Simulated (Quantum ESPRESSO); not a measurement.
# Magnetic state of Fe3PO7 (Grattarolaite) from several starts, part 3 of 3

Wanted: the moments of Fe3PO7 (Grattarolaite) and the energy of each order that was tried.

Quantum ESPRESSO 7.5; LDA with U = 4.5 eV on Fe d (ortho-atomic projectors); plane waves with GBRV 1.5 LDA potentials, no spin-orbit coupling.

So far, absolute magnetization (μB): step 2 (start 1: ferro +++) 15.0; step 3 (run 2, typed as ferri ++−) 13.6; step 5 (the lowest state again, with its states saved) 13.6.

**6. Projections on atomic orbitals**

Level of this step: LDA with U = 4.5 eV on Fe d (ortho-atomic projectors); plane waves with GBRV 1.5 LDA potentials, no spin-orbit coupling, projections on orthogonalised atomic orbitals (Quantum ESPRESSO).

projwfc.x projects the saved states on orthogonalised atomic orbitals of the pseudopotential files.

What it wrote:

```text
[banner, memory and clock lines left out]
Program PROJWFC v.7.5 starts

     [... lines left out ...]
     IMPORTANT: XC functional enforced from input :
     Exchange-correlation= PZ
                           (   1   1   0   0   0   0   0)
     Any further DFT definition will be discarded
     Please, verify this is what you really want

     G-vector sticks info

     Check: negative core charge=   -0.000028

     Gaussian broadening (read from input): ngauss,degauss=   0    0.010000

     Calling projwave ....

  Problem Sizes
  natomwfc =           71
  nbnd     =           68
  nkstot   =           48
  npwx     =         3671
  nkb      =          163

     Atomic states used for projection
     (read from pseudopotential files):

     state #   1: atom   1 (Fe1), wfc  1 (l=0 m= 1)
     state #   2: atom   1 (Fe1), wfc  2 (l=1 m= 1)
     state #   3: atom   1 (Fe1), wfc  2 (l=1 m= 2)
     state #   4: atom   1 (Fe1), wfc  2 (l=1 m= 3)
     state #   5: atom   1 (Fe1), wfc  3 (l=2 m= 1)
     state #   6: atom   1 (Fe1), wfc  3 (l=2 m= 2)
     state #   7: atom   1 (Fe1), wfc  3 (l=2 m= 3)
     state #   8: atom   1 (Fe1), wfc  3 (l=2 m= 4)
     state #   9: atom   1 (Fe1), wfc  3 (l=2 m= 5)
     state #  10: atom   1 (Fe1), wfc  4 (l=0 m= 1)
     state #  11: atom   1 (Fe1), wfc  5 (l=1 m= 1)
     state #  12: atom   1 (Fe1), wfc  5 (l=1 m= 2)
     state #  13: atom   1 (Fe1), wfc  5 (l=1 m= 3)
     state #  14: atom   2 (Fe1), wfc  1 (l=0 m= 1)
[...]
state #  28: atom   3 (Fe2), wfc  2 (l=1 m= 1)
     state #  29: atom   3 (Fe2), wfc  2 (l=1 m= 2)
     state #  30: atom   3 (Fe2), wfc  2 (l=1 m= 3)
     state #  31: atom   3 (Fe2), wfc  3 (l=2 m= 1)
     state #  32: atom   3 (Fe2), wfc  3 (l=2 m= 2)
     state #  33: atom   3 (Fe2), wfc  3 (l=2 m= 3)
     state #  34: atom   3 (Fe2), wfc  3 (l=2 m= 4)
     state #  35: atom   3 (Fe2), wfc  3 (l=2 m= 5)
     state #  36: atom   3 (Fe2), wfc  4 (l=0 m= 1)
     state #  37: atom   3 (Fe2), wfc  5 (l=1 m= 1)
     state #  38: atom   3 (Fe2), wfc  5 (l=1 m= 2)
     state #  39: atom   3 (Fe2), wfc  5 (l=1 m= 3)
     state #  40: atom   4 (P  ), wfc  1 (l=0 m= 1)
     state #  41: atom   4 (P  ), wfc  2 (l=1 m= 1)
     state #  42: atom   4 (P  ), wfc  2 (l=1 m= 2)
     state #  43: atom   4 (P  ), wfc  2 (l=1 m= 3)
     state #  44: atom   5 (O  ), wfc  1 (l=0 m= 1)
     state #  45: atom   5 (O  ), wfc  2 (l=1 m= 1)
     state #  46: atom   5 (O  ), wfc  2 (l=1 m= 2)
     state #  47: atom   5 (O  ), wfc  2 (l=1 m= 3)
     state #  48: atom   6 (O  ), wfc  1 (l=0 m= 1)
     state #  49: atom   6 (O  ), wfc  2 (l=1 m= 1)
     state #  50: atom   6 (O  ), wfc  2 (l=1 m= 2)
     state #  51: atom   6 (O  ), wfc  2 (l=1 m= 3)
     state #  52: atom   7 (O  ), wfc  1 (l=0 m= 1)
     state #  53: atom   7 (O  ), wfc  2 (l=1 m= 1)
     state #  54: atom   7 (O  ), wfc  2 (l=1 m= 2)
     state #  55: atom   7 (O  ), wfc  2 (l=1 m= 3)
     state #  56: atom   8 (O  ), wfc  1 (l=0 m= 1)
     state #  57: atom   8 (O  ), wfc  2 (l=1 m= 1)
     state #  58: atom   8 (O  ), wfc  2 (l=1 m= 2)
     state #  59: atom   8 (O  ), wfc  2 (l=1 m= 3)
     state #  60: atom   9 (O  ), wfc  1 (l=0 m= 1)
     state #  61: atom   9 (O  ), wfc  2 (l=1 m= 1)
     state #  62: atom   9 (O  ), wfc  2 (l=1 m= 2)
     state #  63: atom   9 (O  ), wfc  2 (l=1 m= 3)
     state #  64: atom  10 (O  ), wfc  1 (l=0 m= 1)
     state #  65: atom  10 (O  ), wfc  2 (l=1 m= 1)
     state #  66: atom  10 (O  ), wfc  2 (l=1 m= 2)
     state #  67: atom  10 (O  ), wfc  2 (l=1 m= 3)
     state #  68: atom  11 (O  ), wfc  1 (l=0 m= 1)
     state #  69: atom  11 (O  ), wfc  2 (l=1 m= 1)
     state #  70: atom  11 (O  ), wfc  2 (l=1 m= 2)
     state #  71: atom  11 (O  ), wfc  2 (l=1 m= 3)

 [... projections of the bands left out ...]

Lowdin Charges:

     Atom #   1: total charge =  15.2414, s =  2.4469, p =  7.0759, d =  5.7186,
                 spin up      =   9.7640, s =  1.2342,
[...]
spin down    =   9.7442, p =  3.5614, pz=  1.1934, px=  1.1876, py=  1.1805,
                 spin down    =   9.7442, d =  4.9530, dz2=  0.9916, dxz=  0.9893, dyz=  0.9901, dx2-y2=  0.9902, dxy=  0.9917,
                 polarization =  -4.2264, s = -0.0157, p = -0.0498, d = -4.1609,
     Atom #   4: total charge =   2.8245, s =  0.7851, p =  2.0394, d =  0.0000,
                 spin up      =   1.4150, s =  0.3932,
                 spin up      =   1.4150, p =  1.0219, pz=  0.3438, px=  0.3387, py=  0.3394,
                 spin up      =   1.4150, d =  0.0000, dz2=  0.0000, dxz=  0.0000, dyz=  0.0000, dx2-y2=  0.0000, dxy=  0.0000,
                 spin down    =   1.4094, s =  0.3919,
                 spin down    =   1.4094, p =  1.0176, pz=  0.3429, px=  0.3376, py=  0.3370,
                 spin down    =   1.4094, d =  0.0000, dz2=  0.0000, dxz=  0.0000, dyz=  0.0000, dx2-y2=  0.0000, dxy=  0.0000,
                 polarization =   0.0056, s =  0.0013, p =  0.0043, d =  0.0000,
     Atom #   5: total charge =   6.6039, s =  1.6463, p =  4.9577, d =  0.0000,
                 spin up      =   3.3352, s =  0.8274,
                 spin up      =   3.3352, p =  2.5078, pz=  0.7723, px=  0.8607, py=  0.8748,
                 spin up      =   3.3352, d =  0.0000, dz2=  0.0000, dxz=  0.0000, dyz=  0.0000, dx2-y2=  0.0000, dxy=  0.0000,
                 spin down    =   3.2688, s =  0.8189,
                 spin down    =   3.2688, p =  2.4499, pz=  0.7597, px=  0.8511, py=  0.8391,
                 spin down    =   3.2688, d =  0.0000, dz2=  0.0000, dxz=  0.0000, dyz=  0.0000, dx2-y2=  0.0000, dxy=  0.0000,
                 polarization =   0.0664, s =  0.0085, p =  0.0579, d =  0.0000,
     Atom #   6: total charge =   6.4502, s =  1.6164, p =  4.8338, d =  0.0000,
                 spin up      =   3.2946, s =  0.8120,
                 spin up      =   3.2946, p =  2.4826, pz=  0.8377, px=  0.8476, py=  0.7972,
                 spin up      =   3.2946, d =  0.0000, dz2=  0.0000, dxz=  0.0000, dyz=  0.0000, dx2-y2=  0.0000, dxy=  0.0000,
                 spin down    =   3.1556, s =  0.8044,
                 spin down    =   3.1556, p =  2.3512, pz=  0.7845, px=  0.7816, py=  0.7851,
                 spin down    =   3.1556, d =  0.0000, dz2=  0.0000, dxz=  0.0000, dyz=  0.0000, dx2-y2=  0.0000, dxy=  0.0000,
                 polarization =   0.1389, s =  0.0076, p =  0.1313, d =  0.0000,
     Atom #   7: total charge =   6.4502, s =  1.6164, p =  4.8338, d =  0.0000,
                 spin up      =   3.2946, s =  0.8120,
                 spin up      =   3.2946, p =  2.4826, pz=  0.8377, px=  0.7983, py=  0.8465,
                 spin up      =   3.2946, d =  0.0000, dz2=  0.0000, dxz=  0.0000, dyz=  0.0000, dx2-y2=  0.0000, dxy=  0.0000,
                 spin down    =   3.1556, s =  0.8044,
                 spin down    =   3.1556, p =  2.3512, pz=  0.7845, px=  0.7691, py=  0.7976,
                 spin down    =   3.1556, d =  0.0000, dz2=  0.0000, dxz=  0.0000, dyz=  0.0000, dx2-y2=  0.0000, dxy=  0.0000,
                 polarization =   0.1389, s =  0.0076, p =  0.1313, d =  0.0000,
     Atom #   8: total charge =   6.4453, s =  1.6170, p =  4.8283, d =  0.0000,
                 spin up      =   3.2995, s =  0.8129,
                 spin up      =   3.2995, p =  2.4866, pz=  0.8208, px=  0.8383, py=  0.8276,
                 spin up      =   3.2995, d =  0.0000, dz2=  0.0000, dxz=  0.0000, dyz=  0.0000, dx2-y2=  0.0000, dxy=  0.0000,
                 spin down    =   3.1457, s =  0.8041,
                 spin down    =   3.1457, p =  2.3416, pz=  0.7958, px=  0.7852, py=  0.7607,
                 spin down    =   3.1457, d =  0.0000, dz2=  0.0000, dxz=  0.0000, dyz=  0.0000, dx2-y2=  0.0000, dxy=  0.0000,
                 polarization =   0.1538, s =  0.0088, p =  0.1450, d =  0.0000,
     Atom #   9: total charge =   6.6624, s =  1.6224, p =  5.0401, d =  0.0000,
                 spin up      =   3.3908, s =  0.8187,
                 spin up      =   3.3908, p =  2.5721, pz=  0.8748, px=  0.8204, py=  0.8768,
                 spin up      =   3.3908, d =  0.0000, dz2=  0.0000, dxz=  0.0000, dyz=  0.0000, dx2-y2=  0.0000, dxy=  0.0000,
                 spin down    =   3.2716, s =  0.8037,
                 spin down    =   3.2716, p =  2.4679, pz=  0.8314, px=  0.7967, py=  0.8398,
                 spin down    =   3.2716, d =  0.0000, dz2=  0.0000, dxz=  0.0000, dyz=  0.0000, dx2-y2=  0.0000, dxy=  0.0000,
                 polarization =   0.1192, s =  0.0151, p =  0.1042, d =  0.0000,
     Atom #  10: total charge =   6.6624, s =  1.6224, p =  5.0401, d =  0.0000,
                 spin up      =   3.3908, s =  0.8187,
                 spin up      =   3.3908, p =  2.5721, pz=  0.8748, px=  0.9017, py=  0.7955,
                 spin up      =   3.3908, d =  0.0000, dz2=  0.0000, dxz
```

Elapsed: 3.2 s, on 4 MPI ranks of Intel Xeon Platinum 8375C at 2.90GHz (Ice Lake), shared host; peak memory 0.37 GiB.

| atom | moment in the sphere (μB) | Löwdin moment (μB) | Löwdin charge (e) |
| --- | --- | --- | --- |
| Fe1 | 3.820 | 4.287 | 15.241 |
| Fe2 | 3.820 | 4.287 | 15.241 |
| Fe3 | -3.771 | -4.226 | 15.262 |
| P4 | 0.005 | 0.006 | 2.825 |
| O5 | 0.052 | 0.066 | 6.604 |
| O6 | 0.100 | 0.139 | 6.450 |
| O7 | 0.100 | 0.139 | 6.450 |
| O8 | 0.112 | 0.154 | 6.445 |
| O9 | 0.091 | 0.119 | 6.662 |
| O10 | 0.091 | 0.119 | 6.662 |
| O11 | -0.069 | -0.090 | 6.663 |

**7. Occupations of the corrected shells in the lowest state**

Occupations of the Hubbard shells:

| block | type | shell | spin | electrons | occupation numbers |
| --- | --- | --- | --- | --- | --- |
| 1 | Fe1 | 3d | up | 4.963 | 0.988 0.990 0.993 0.996 0.997 |
| 1 | Fe1 | 3d | down | 0.7552 | 0.076 0.100 0.170 0.196 0.213 |
| 2 | Fe1 | 3d | up | 4.963 | 0.988 0.990 0.993 0.996 0.997 |
| 2 | Fe1 | 3d | down | 0.7552 | 0.076 0.100 0.170 0.196 0.213 |
| 3 | Fe2 | 3d | up | 0.7921 | 0.085 0.110 0.177 0.209 0.212 |
| 3 | Fe2 | 3d | down | 4.953 | 0.984 0.987 0.992 0.995 0.996 |

**8. Outcome**

```json
{"lowest state found": "ferrimagnetic (from ferri ++-)", "largest site moment": "3.82 μB", "next state with moments": "ferromagnetic, 173 meV a seeded atom higher"}
```

In words: The largest moment reads 3.82 μB in the sphere and 4.29 μB by Löwdin projection; a site moment hangs on how space is shared out. This is the lowest of 2 collinear or spinless starts, no proof of the ground state. A computed site moment is spin alone and hangs on the region that is counted: the program's spheres do not touch and miss the tail of the moment. Measured moments hold any orbital part as well, and belong to the order of the sample, which need not be the order of this run.

Computed beside measured:

| quantity | measured | in the sphere | projected shell |
| --- | --- | --- | --- |
| moment (Fe) (μB) | 4.3 | 3.82 (-11.2 %) | 4.21 (-2.1 %) |

Measured values from arxiv:1910.08818 (2019).

How well it matches: For the moment, of the levels listed nearest comes projected shell (-2.1 %) and farthest in the sphere (-11.2 %). No cell relaxation is part of this session.

[Logs and program files are shortened in this print: banners, set-up blocks, solver, clock and traceback lines can be left out without a mark of their own.]

[Logs are printed without paths, hosts, clocks, repeated set-up lines and the standing remarks that a program may print on its own settings, such as how far it seeks lower states.]

[Hosts, paths, dates, database ids (printed as entryN), source tags and the programs' standing remarks are cut or masked in the printed files.]

[Where a cell is said to come from a database of computed structures, the database is the Materials Project.]
